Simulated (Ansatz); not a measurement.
# The perfect GaP wire along [111], 38 atoms a period, H-terminated

Aim: is the GaP wire along [111], 38 atoms a period, H-terminated a metal or a semiconductor?

Method: DFT PBE, plane waves, PAW; relaxation of a wire's period; PAW set soft_1, in the first sound run; inputs show where later runs differ, in Ansatz 0.2.0.

## Step 1: Starting point

The cell holds 68 atoms: 19 Ga, 19 P and 30 H. Cell: a = 17.172 Å, b = 18.636 Å, c = 9.544 Å, α = 90.0°, β = 90.0°, γ = 90.0°. Vacuum lies along a and b. The structure's axis is c.

## Step 2: The relaxed wire

Band widths follow the bond lengths, so the wire is relaxed first. The atoms and the third cell vector are free; the box across stays fixed as vacuum. A Fermi-Dirac smearing is set since the result may be a metal. The pressure printed is a third of the stress's trace over the whole box, vacuum included; only the stress along the axis is relaxed.

Contents of input.yaml:

```yaml
crystal:
  lattice:
    - [17.172, 0.0, 0.0]
    - [0.0, 18.636, 0.0]
    - [0.0, 0.0, 9.5435999497]
  atoms:
    - { symbol: Ga, position: [0.273122793, 0.624489296, 0.0] }
    - { symbol: Ga, position: [0.386567888, 0.443432625, 0.0] }
    - { symbol: Ga, position: [0.500012984, 0.624489296, 0.0] }
    - { symbol: Ga, position: [0.726903175, 0.624489296, 0.0] }
    - { symbol: P, position: [0.273122793, 0.624489296, 0.25] }
    - { symbol: P, position: [0.386567888, 0.443432625, 0.25] }
    - { symbol: P, position: [0.500012984, 0.262375954, 0.25] }
    - { symbol: P, position: [0.500012984, 0.624489296, 0.25] }
    - { symbol: P, position: [0.61345808, 0.443432625, 0.25] }
    - { symbol: P, position: [0.726903175, 0.624489296, 0.25] }
    - { symbol: H, position: [0.197996739, 0.423047087, 0.278148008] }
    - { symbol: H, position: [0.273122793, 0.303147032, 0.278148008] }
    - { symbol: H, position: [0.42488693, 0.785160429, 0.278148008] }
    - { symbol: H, position: [0.575139038, 0.785160429, 0.278148008] }
    - { symbol: H, position: [0.726903175, 0.303147032, 0.278148008] }
    - { symbol: H, position: [0.802029229, 0.423047087, 0.278148008] }
    - { symbol: H, position: [0.205128959, 0.588316917, 0.299946212] }
    - { symbol: H, position: [0.273122793, 0.696834055, 0.299946212] }
    - { symbol: H, position: [0.43201915, 0.226203575, 0.299946212] }
    - { symbol: H, position: [0.568006818, 0.226203575, 0.299946212] }
    - { symbol: H, position: [0.726903175, 0.696834055, 0.299946212] }
    - { symbol: H, position: [0.794897009, 0.588316917, 0.299946212] }
    - { symbol: Ga, position: [0.273122793, 0.383080402, 0.333333333] }
    - { symbol: Ga, position: [0.386567888, 0.564137073, 0.333333333] }
    - { symbol: Ga, position: [0.500012984, 0.383080402, 0.333333333] }
    - { symbol: Ga, position: [0.500012984, 0.745193744, 0.333333333] }
    - { symbol: Ga, position: [0.61345808, 0.564137073, 0.333333333] }
    - { symbol: Ga, position: [0.726903175, 0.383080402, 0.333333333] }
    - { symbol: P, position: [0.273122793, 0.383080402, 0.583333333] }
    - { symbol: P, position: [0.386567888, 0.564137073, 0.583333333] }
    - { symbol: P, position: [0.500012984, 0.383080402, 0.583333333] }
    - { symbol: P, position: [0.500012984, 0.745193744, 0.583333333] }
    - { symbol: P, position: [0.61345808, 0.564137073, 0.583333333] }
    - { symbol: P, position: [0.726903175, 0.383080402, 0.583333333] }
    - { symbol: H, position: [0.197996739, 0.543751534, 0.611481341] }
    - { symbol: H, position: [0.311441835, 0.724808205, 0.611481341] }
    - { symbol: H, position: [0.386567888, 0.242794808, 0.611481341] }
    - { symbol: H, position: [0.61345808, 0.242794808, 0.611481341] }
    - { symbol: H, position: [0.688584134, 0.724808205, 0.611481341] }
    - { symbol: H, position: [0.802029229, 0.543751534, 0.611481341] }
    - { symbol: H, position: [0.205128959, 0.346908022, 0.633279545] }
    - { symbol: H, position: [0.500012984, 0.817538503, 0.633279545] }
    - { symbol: H, position: [0.794897009, 0.346908022, 0.633279545] }
    - { symbol: Ga, position: [0.273122793, 0.503784849, 0.666666667] }
    - { symbol: Ga, position: [0.386567888, 0.322728178, 0.666666667] }
    - { symbol: Ga, position: [0.386567888, 0.68484152, 0.666666667] }
    - { symbol: Ga, position: [0.500012984, 0.503784849, 0.666666667] }
    - { symbol: Ga, position: [0.61345808, 0.68484152, 0.666666667] }
    - { symbol: Ga, position: [0.61345808, 0.322728178, 0.666666667] }
    - { symbol: Ga, position: [0.726903175, 0.503784849, 0.666666667] }
    - { symbol: P, position: [0.273122793, 0.503784849, 0.916666667] }
    - { symbol: P, position: [0.386567888, 0.322728178, 0.916666667] }
    - { symbol: P, position: [0.386567888, 0.68484152, 0.916666667] }
    - { symbol: P, position: [0.500012984, 0.503784849, 0.916666667] }
    - { symbol: P, position: [0.61345808, 0.68484152, 0.916666667] }
    - { symbol: P, position: [0.61345808, 0.322728178, 0.916666667] }
    - { symbol: P, position: [0.726903175, 0.503784849, 0.916666667] }
    - { symbol: H, position: [0.197996739, 0.664455981, 0.944814675] }
    - { symbol: H, position: [0.500012984, 0.182442584, 0.944814675] }
    - { symbol: H, position: [0.802029229, 0.664455981, 0.944814675] }
    - { symbol: H, position: [0.205128959, 0.46761247, 0.966612879] }
    - { symbol: H, position: [0.318574055, 0.286555799, 0.966612879] }
    - { symbol: H, position: [0.386567888, 0.757186279, 0.966612879] }
    - { symbol: H, position: [0.61345808, 0.757186279, 0.966612879] }
    - { symbol: H, position: [0.681451913, 0.286555799, 0.966612879] }
    - { symbol: H, position: [0.794897009, 0.46761247, 0.966612879] }
    - { symbol: Ga, position: [0.500012984, 0.262375954, 0.0] }
    - { symbol: Ga, position: [0.61345808, 0.443432625, 0.0] }
kpoints:
  mp_grid: { grid: [1, 1, 9] }
scf:
  occupations: { method: fermi_dirac, width: 0.05 }
hamiltonian:
  xc: pbe
  pseudopotentials: { kind: paw, azcp: { folder: soft_1 } }
relax:
  cell: { fix: [a, b, alpha, beta, gamma] }
  max_steps: 45
  f_tol: 0.03
```

Launch:

```bash
ansatz run input.yaml --threads 4 --pin off --max-ram 16384MiB --backend cpu --events-out ev --progress --plain --runs-dir out
```

Numbers of over 12 decimals in the logs are rounded to 6 here.

Output:

```text
Engine: ansatz 0.2.0, aarch64-unknown-linux-gnu
Pseudopotentials: kind: paw
Pseudopotential: Ga, paw, valence charge 13, recommended cutoff 420 eV (normal), soft_1/Ga.paw.azcp
Pseudopotential: P, paw, valence charge 5, recommended cutoff 420 eV (normal), soft_1/P.paw.azcp
Pseudopotential: H, paw, valence charge 1, recommended cutoff 420 eV (normal), soft_1/H.paw.azcp
Functional definition: PBE
  parameter kappa = 0.804
  parameter beta = 0.066725
  exchange = pbe_x(kappa = kappa, mu = beta*pi^2/3)
  correlation = pbe_c(beta = beta)
Crystal: 68 atoms, lattice volume = 3054.118 Å³
Basis set: ecut = 420 eV, 59625 PW (Γ), exchange–correlation on 240×250×128 points (8 copies of the dense FFT grid, shifted against one another)
Bands: 254, of which v1, the nominal top of the filled ones, is band 186 counted from 1 (185 counted from 0)
Symmetry: 2 space group operations
Space group: Pm (ITA 6), of the structure as read, at distance tolerance 1.5e-4 Å
k-points: 5 of 9 (time reversal used)
Non-local potential: Ga, projectors of the file, l = 0: 2, l = 1: 2, l = 2: 3, l = 3: 1
Non-local potential: P, projectors of the file, l = 0: 2, l = 1: 2, l = 2: 1
Non-local potential: H, projectors of the file, l = 0: 2, l = 1: 1
PAW form: soft (Blöchl's): semilocal exchange-correlation on the pseudo side does not see the compensation charge
PAW one-centre angular grid: Ga, 590 points (default); XC on 64 Gauss nodes
PAW one-centre angular grid: P, 110 points (default); XC on 64 Gauss nodes
PAW one-centre angular grid: H, 110 points (default); XC on 64 Gauss nodes
Initial density: superposition of atomic densities (neutral atoms: chi_scale 0, normalization atom)
Initial wavefunctions: pseudopotential atomic-orbital guess
Functional: x = pbe(κ = 0.804, μ = 0.219515), c = pbe(β = 0.066725)
SCF iter   1: F=—  HF=-86731.267931 eV  |F-HF|=—  |Δ(HF+E_count)|=         —  Δρ=3.65e-2  dr2=3.86e1  ethr=3.10e-3  ⟨swp⟩=8.4  Hψ=6264  notcnv=0  defer=104
preconditioner: auto → Resta (q_TF=auto, 1.921 Å⁻¹)  ε∞=1.9  [insulator: Δε(μ)=3.290 eV  Ē_g=13.813 eV  σ=0.050 eV  W_gap=1.00  n_scr=360 (ndim 8)  ℏωp=13.0 eV  f_vac=0.574  D(μ)=0.00/eV (n_scr^D=0)  ε∞_Penn≈1.9  vacuum switching on, ρ_ref=1.4e-2 e/Å³]
SCF iter   2: F=—  HF=-86721.158045 eV  |F-HF|=—  |Δ(HF+E_count)|=    1.01e1  Δρ=1.69e-2  dr2=7.10e0  ethr=3.10e-3  ⟨swp⟩=4.0  Hψ=2451  notcnv=0  defer=313
SCF iter   3: F=—  HF=-86719.828562 eV  |F-HF|=—  |Δ(HF+E_count)|=    1.33e0  Δρ=4.06e-3  dr2=8.74e-1  ethr=1.91e-3  ⟨swp⟩=3.4  Hψ=1943  notcnv=0  defer=313
SCF iter   4: F=—  HF=-86719.480201 eV  |F-HF|=—  |Δ(HF+E_count)|=   3.48e-1  Δρ=1.61e-3  dr2=8.65e-2  ethr=2.35e-4  ⟨swp⟩=4.6  Hψ=2505  notcnv=0  defer=305
SCF iter   5: F=—  HF=-86719.481548 eV  |F-HF|=—  |Δ(HF+E_count)|=   1.35e-3  Δρ=5.52e-4  dr2=1.30e-2  ethr=2.33e-5  ⟨swp⟩=2.4  Hψ=1932  notcnv=0  defer=305
SCF iter   6: F=—  HF=-86719.483375 eV  |F-HF|=—  |Δ(HF+E_count)|=   1.83e-3  Δρ=2.08e-4  dr2=1.81e-3  ethr=3.48e-6  ⟨swp⟩=3.0  Hψ=2194  notcnv=0  defer=305
SCF iter   7: F=—  HF=-86719.483982 eV  |F-HF|=—  |Δ(HF+E_count)|=   6.06e-4  Δρ=7.34e-5  dr2=1.33e-4  ethr=4.85e-7  ⟨swp⟩=2.0  Hψ=1795  notcnv=0  defer=305
SCF iter   8: F=—  HF=-86719.484198 eV  |F-HF|=—  |Δ(HF+E_count)|=   2.16e-4  Δρ=2.09e-5  dr2=1.53e-5  ethr=3.58e-8  ⟨swp⟩=2.0  Hψ=1893  notcnv=0  defer=305
SCF iter   9: F=—  HF=-86719.484077 eV  |F-HF|=—  |Δ(HF+E_count)|=   1.21e-4  Δρ=9.36e-6  dr2=3.44e-6  ethr=4.11e-9  ⟨swp⟩=2.0  Hψ=2200  notcnv=0  defer=305
SCF iter  10: F=—  HF=-86719.484077 eV  |F-HF|=—  |Δ(HF+E_count)|=   2.85e-7  Δρ=1.85e-6  dr2=1.55e-7  ethr=9.24e-10  ⟨swp⟩=2.0  Hψ=1895  notcnv=0  defer=305
SCF iter  11: F=-86719.484077 eV  HF=-86719.484077 eV  |F-HF|=9.75e-9  |Δ(HF+E_count)|=   1.32e-7  Δρ=6.54e-7  dr2=1.79e-8  ethr=2.69e-11  ⟨swp⟩=5.0  Hψ=3700  notcnv=0
SCF 1 converged in 11 iterations: F = -86719.484077 eV  dr2 = 1.79e-8
  greatest PAW one-centre occupation: 0.994 electrons in one spin orbital (limit 2), on the Ga atom at site 3 (counted from 0), in its partial waves of l = 2
relax step   1: F+E_penalty+E_count = -86719.48407744 eV  Δ(F+E_penalty+E_count) = +0.000e0 eV  max|allowed force component| = 8.189e-1 eV/Å  Δτ_max = 0.0000 Å  P = -0.185 GPa  Ω = 3054.118 Å³  fix = [a, b, alpha, beta, gamma]  reactions: a -0.315, b -0.316 GPa; alpha -0.001 GPa/rad  (11 SCF iters, dr2 threshold 1.00e-7 eV, accepted)
Crystal: 68 atoms, lattice volume = 3054.061 Å³
Initial density: handed on by an earlier stage of this run
Initial wavefunctions: those handed on with the density
iter 1 solved again at ethr=6.89e-4 eV; its pass at ethr=3.10e-3 eV (dr2=2.56e0 eV) is discarded
SCF iter   1: F=—  HF=-86720.986153 eV  |F-HF|=—  |Δ(HF+E_count)|=         —  Δρ=1.25e-2  dr2=2.65e0  ethr=6.89e-4  ⟨swp⟩=5.0  Hψ=6712  notcnv=0
preconditioner: auto → Resta (q_TF=auto, 1.921 Å⁻¹)  ε∞=1.9  [insulator: Δε(μ)=2.782 eV  Ē_g=13.939 eV  σ=0.050 eV  W_gap=1.00  n_scr=360 (ndim 8)  ℏωp=13.0 eV  f_vac=0.615  D(μ)=0.00/eV (n_scr^D=0)  ε∞_Penn≈1.9  vacuum switching on, ρ_ref=1.4e-2 e/Å³]
SCF iter   2: F=—  HF=-86720.568032 eV  |F-HF|=—  |Δ(HF+E_count)|=   4.18e-1  Δρ=6.01e-3  dr2=5.22e-1  ethr=6.89e-4  ⟨swp⟩=5.0  Hψ=2374  notcnv=0
SCF iter   3: F=—  HF=-86720.573069 eV  |F-HF|=—  |Δ(HF+E_count)|=   5.04e-3  Δρ=1.61e-3  dr2=2.59e-1  ethr=1.40e-4  ⟨swp⟩=3.6  Hψ=2002  notcnv=0  defer=241
SCF iter   4: F=—  HF=-86720.530017 eV  |F-HF|=—  |Δ(HF+E_count)|=   4.31e-2  Δρ=4.11e-4  dr2=5.79e-3  ethr=6.97e-5  ⟨swp⟩=2.4  Hψ=1349  notcnv=0  defer=303
SCF iter   5: F=—  HF=-86720.530862 eV  |F-HF|=—  |Δ(HF+E_count)|=   8.46e-4  Δρ=1.21e-4  dr2=6.88e-4  ethr=1.56e-6  ⟨swp⟩=2.0  Hψ=2018  notcnv=0  defer=303
SCF iter   6: F=—  HF=-86720.530878 eV  |F-HF|=—  |Δ(HF+E_count)|=   1.57e-5  Δρ=4.76e-5  dr2=1.18e-4  ethr=1.85e-7  ⟨swp⟩=2.0  Hψ=1837  notcnv=0  defer=303
SCF iter   7: F=—  HF=-86720.530879 eV  |F-HF|=—  |Δ(HF+E_count)|=   1.39e-6  Δρ=1.49e-5  dr2=9.25e-6  ethr=3.18e-8  ⟨swp⟩=2.0  Hψ=1837  notcnv=0  defer=303
SCF iter   8: F=-86720.530882 eV  HF=-86720.530882 eV  |F-HF|=3.32e-8  |Δ(HF+E_count)|=   2.19e-6  Δρ=5.02e-6  dr2=8.14e-7  ethr=1.83e-9  ⟨swp⟩=5.0  Hψ=3565  notcnv=0
SCF 2 converged in 8 iterations: F = -86720.530882 eV  dr2 = 8.14e-7
relax step   2: F+E_penalty+E_count = -86720.53088156 eV  Δ(F+E_penalty+E_count) = -1.047e0 eV  max|allowed force component| = 3.786e-1 eV/Å  Δτ_max = 0.1943 Å  P = -0.134 GPa  Ω = 3054.061 Å³  energy of the carried Pulay correction = +7.658e-6 eV  fix = [a, b, alpha, beta, gamma]  reactions: a -0.118, b -0.122 GPa; alpha +0.000 GPa/rad  (8 SCF iters, dr2 threshold 6.80e-6 eV, accepted)
[...]
atom   1  Ga     0.00173145    -0.00082673    -0.00234678
  atom   2  Ga     0.00229666     0.00128360     0.00164948
  atom   3  Ga     0.00000000    -0.00252025     0.00159796
  atom   4  Ga    -0.00173145    -0.00082673    -0.00234678
  atom   5  P      0.00197750    -0.00122262    -0.00572488
  atom   6  P     -0.01314053    -0.00756729     0.00442441
  atom   7  P      0.00000000     0.00233090    -0.00574791
  atom   8  P      0.00000000     0.01517755     0.00439868
  atom   9  P      0.01314053    -0.00756729     0.00442441
  atom  10  P     -0.00197750    -0.00122262    -0.00572488
  atom  11  H     -0.00271184    -0.00014619     0.00069453
  atom  12  H     -0.00140042    -0.00234733     0.00068480
  atom  13  H     -0.00137184     0.00229371     0.00069876
  atom  14  H      0.00137184     0.00229371     0.00069876
  atom  15  H      0.00140042    -0.00234733     0.00068480
  atom  16  H      0.00271184    -0.00014619     0.00069453
  atom  17  H     -0.00069480    -0.00183070     0.00139400
  atom  18  H      0.00124223     0.00158224     0.00136315
  atom  19  H     -0.00198871     0.00030830     0.00135806
  atom  20  H      0.00198871     0.00030830     0.00135806
  atom  21  H     -0.00124223     0.00158224     0.00136315
  atom  22  H      0.00069480    -0.00183070     0.00139400
  atom  23  Ga     0.00672108     0.00390940    -0.00551336
  atom  24  Ga     0.00714647    -0.00409924     0.00224219
  atom  25  Ga     0.00000000     0.00826615     0.00221435
  atom  26  Ga     0.00000000    -0.00765144    -0.00546649
  atom  27  Ga    -0.00714647    -0.00409924     0.00224219
  atom  28  Ga    -0.00672108     0.00390940    -0.00551336
  atom  29  P     -0.00557936    -0.00321122    -0.00039795
  atom  30  P     -0.00779424     0.00437978     0.00376076
  atom  31  P      0.00000000    -0.00890213     0.00377642
  atom  32  P      0.00000000     0.00636371    -0.00057594
  atom  33  P      0.00779424     0.00437978     0.00376076
  atom  34  P      0.00557936    -0.00321122    -0.00039795
  atom  35  H     -0.00280148     0.00040220     0.00124715
  atom  36  H     -0.00170177     0.00212821     0.00123838
  atom  37  H     -0.00104473    -0.00254824     0.00124848
  atom  38  H      0.00104473    -0.00254824     0.00124848
  atom  39  H      0.00170177     0.00212821     0.00123838
  atom  40  H      0.00280148     0.00040220     0.00124715
[...]
atom  57  P     -0.00102108    -0.00358918    -0.00206618
  atom  58  H      0.00145132    -0.00086748     0.00208740
  atom  59  H      0.00000000     0.00180671     0.00208633
  atom  60  H     -0.00145132    -0.00086748     0.00208740
  atom  61  H     -0.00135879     0.00093044    -0.00086118
  atom  62  H      0.00009809    -0.00169846    -0.00084735
  atom  63  H     -0.00149017     0.00080535    -0.00082711
  atom  64  H      0.00149017     0.00080535    -0.00082711
  atom  65  H     -0.00009809    -0.00169846    -0.00084735
  atom  66  H      0.00135879     0.00093044    -0.00086118
  atom  67  Ga     0.00000000     0.00180476    -0.00232101
  atom  68  Ga    -0.00229666     0.00128360     0.00164948
  max |Σ_I F_I| component: 3.03e-6 eV/Å
--- Stress (GPa, compression-positive) ---
        0.003348       0.000000       0.000000
        0.000000       0.000614       0.000017
        0.000000       0.000017      -0.001758
  P = ⅓ Tr σ = 0.0007 GPa (0.007 kbar)
--- Relaxed structure (5 steps of the walk, 5 accepted, 1 SCFs on fresh bases) ---
  F+E_penalty+E_count = -86720.80782542 eV   max|allowed force component| = 1.518e-2 eV/Å   (the final SCF, on the basis selected at the relaxed cell)
  cell:  # Å, volume = 3055.2791 Å³
    - [17.172, 0.0, 0.0]
    - [0.0, 18.636, 0]
    - [0.0, 0, 9.547228]
  atoms:
    - { symbol: Ga, position: [0.267357, 0.627568, -0.0066035] }
    - { symbol: Ga, position: [0.388226, 0.444323, 0.00869265] }
    - { symbol: Ga, position: [0.500013, 0.622742, 0.00868643] }
    - { symbol: Ga, position: [0.732669, 0.627568, -0.0066035] }
    - { symbol: P, position: [0.279264, 0.621220, 0.244351] }
    - { symbol: P, position: [0.384481, 0.442320, 0.256408] }
    - { symbol: P, position: [0.500013, 0.268898, 0.244344] }
    - { symbol: P, position: [0.500013, 0.626719, 0.256408] }
    - { symbol: P, position: [0.615545, 0.442320, 0.256408] }
    - { symbol: P, position: [0.720762, 0.621220, 0.244351] }
    - { symbol: H, position: [0.196354, 0.427172, 0.278601] }
    - { symbol: H, position: [0.276190, 0.299755, 0.278622] }
    - { symbol: H, position: [0.420178, 0.784420, 0.278630] }
    - { symbol: H, position: [0.579848, 0.784420, 0.278630] }
    - { symbol: H, position: [0.723836, 0.299755, 0.278622] }
    - { symbol: H, position: [0.803672, 0.427172, 0.278601] }
    - { symbol: H, position: [0.210476, 0.590808, 0.301580] }
    - { symbol: H, position: [0.273439, 0.691314, 0.301594] }
    - { symbol: H, position: [0.437041, 0.229196, 0.301549] }
    - { symbol: H, position: [0.562985, 0.229196, 0.301549] }
    - { symbol: H, position: [0.726587, 0.691314, 0.301594] }
    - { symbol: H, position: [0.789550, 0.590808, 0.301580] }
    - { symbol: Ga, position: [0.266951, 0.379789, 0.327098] }
    - { symbol: Ga, position: [0.391398, 0.561573, 0.341513] }
    - { symbol: Ga, position: [0.500013, 0.388214, 0.341503] }
    - { symbol: Ga, position: [0.500013, 0.751777, 0.327132] }
    - { symbol: Ga, position: [0.608628, 0.561573, 0.341513] }
    - { symbol: Ga, position: [0.733075, 0.379789, 0.327098] }
    - { symbol: P, position: [0.279017, 0.386212, 0.578256] }
    - { symbol: P, position: [0.386174, 0.564350, 0.589383] }
    - { symbol: P, position: [0.500013, 0.382651, 0.589378] }
    - { symbol: P, position: [0.500013, 0.738942, 0.578282] }
    - { symbol: P, position: [0.613852, 0.564350, 0.589383] }
    - { symbol: P, position: [0.721009, 0.386212, 0.578256] }
    - { symbol: H, position: [0.193959, 0.545792, 0.612916] }
    - { symbol: H, position: [0.307484, 0.726990, 0.612905] }
    - { symbol: H, position: [0.386483, 0.238535, 0.612953] }
    - { symbol: H, position: [0.613543, 0.238535, 0.612953] }
    - { symbol: H, position: [0.692541, 0.726990, 0.612905] }
    - { symbol: H, position: [0.806067, 0.545792, 0.612916] }
    - { symbol: H, position: [0.211995, 0.350553, 0.632123] }
    - { symbol: H, position: [0.500013, 0.810250, 0.632156] }
    - { symbol: H, position: [0.788030, 0.350553, 0.632123] }
    - { symbol: Ga, position: [0.269289, 0.505641, 0.661951] }
    - { symbol: Ga, position: [0.386390, 0.318738, 0.661956] }
    - { symbol: Ga, position: [0.382909, 0.686987, 0.661954] }
    - { symbol: Ga, position: [0.500013, 0.503786, 0.669100] }
    - { symbol: Ga, position: [0.617117, 0.686987, 0.661954] }
    - { symbol: Ga, position: [0.613636, 0.318738, 0.661956] }
    - { symbol: Ga, position: [0.730737, 0.505641, 0.661951] }
    - { symbol: P, position: [0.278956, 0.506905, 0.913648] }
    - { symbol: P, position: [0.392407, 0.325825, 0.913650] }
    - { symbol: P, position: [0.386553, 0.678644, 0.913648] }
    - { symbol: P, position: [0.500013, 0.503792, 0.919965] }
    - { symbol: P, position: [0.613473, 0.678644, 0.913648] }
    - { symbol: P, position: [0.607619, 0.325825, 0.913650] }
    - { symbol: P, position: [0.721070, 0.506905, 0.913648] }
    - { symbol: H, position: [0.192028, 0.667620, 0.946594] }
    - { symbol: H, position: [0.500013, 0.176109, 0.946545] }
    - { symbol: H, position: [0.807998, 0.667620, 0.946594] }
    - { symbol: H, position: [0.211836, 0.471199, 0.966658] }
    - { symbol: H, position: [0.325293, 0.290109, 0.966660] }
    - { symbol: H, position: [0.386549, 0.750061, 0.966636] }
    - { symbol: H, position: [0.613477, 0.750061, 0.966636] }
    - { symbol: H, position: [0.674733, 0.290109, 0.966660] }
    - { symbol: H, position: [0.788190, 0.471199, 0.966658] }
    - { symbol: Ga, position: [0.500013, 0.256251, -0.00660319] }
    - { symbol: Ga, position: [0.611800, 0.444323, 0.00869265] }
[key lines of the parts left out:]
SCF converged after 6 iterations
Free energy (F): -86720.807825 eV
Fermi energy:    -0.848849 eV
```

Elapsed: 12 min, on 4 threads of Arm Neoverse V2, shared host; peak memory 12 GiB; 48 min of CPU time.

Step by step:

```csv
step,energy less that of the first step (eV),largest force component (eV/Å),pressure (GPa),volume (Å³)
1,0.0000,0.8189,-0.19,3054.12
2,-1.0468,0.3786,-0.13,3054.06
3,-1.3141,0.1204,-0.02,3051.79
4,-1.3224,0.0405,0.01,3055.54
5,-1.3236,0.0152,0.00,3055.28
6*,-1.3237,0.0152,0.00,3055.28
```

Relaxation steps marked * repeat the geometry before them on a plane-wave basis chosen anew for their cell, so energy and pressure can jump there.

Forces are held to the 2 operations that the run works with; a distortion that breaks them can't arise in this run.

```csv
cell as run,before,after,change
c (Å),9.544,9.547,+0.0 %
```

The atoms that moved most (Å, along periodic axes as changes of fractional coordinates times the final cell, across vacuum about the mean position):

```csv
atom,dx,dy,dz,length
H41,0.118,0.068,-0.011,0.137
H43,-0.118,0.068,-0.011,0.137
H42,0.000,-0.136,-0.011,0.136
Ga26,0.000,0.123,-0.059,0.136
Ga28,0.106,-0.061,-0.060,0.136
Ga23,-0.106,-0.061,-0.060,0.136
P5,0.105,-0.061,-0.054,0.133
P10,-0.105,-0.061,-0.054,0.133
```

Numbers from this step:

| Item | Value |
| --- | --- |
| cell length along the wire | 9.547 Å |

The cell's length comes to 9.547 Å with spin left out.

[end of part 1 of 2]

[Logs are printed without paths, hosts, clocks, repeated set-up lines and the standing remarks that a program may print on its own settings, such as how far it seeks lower states.]

[Hosts, paths, dates, database ids (printed as entryN), source tags and the programs' standing remarks are cut or masked in the printed files.]
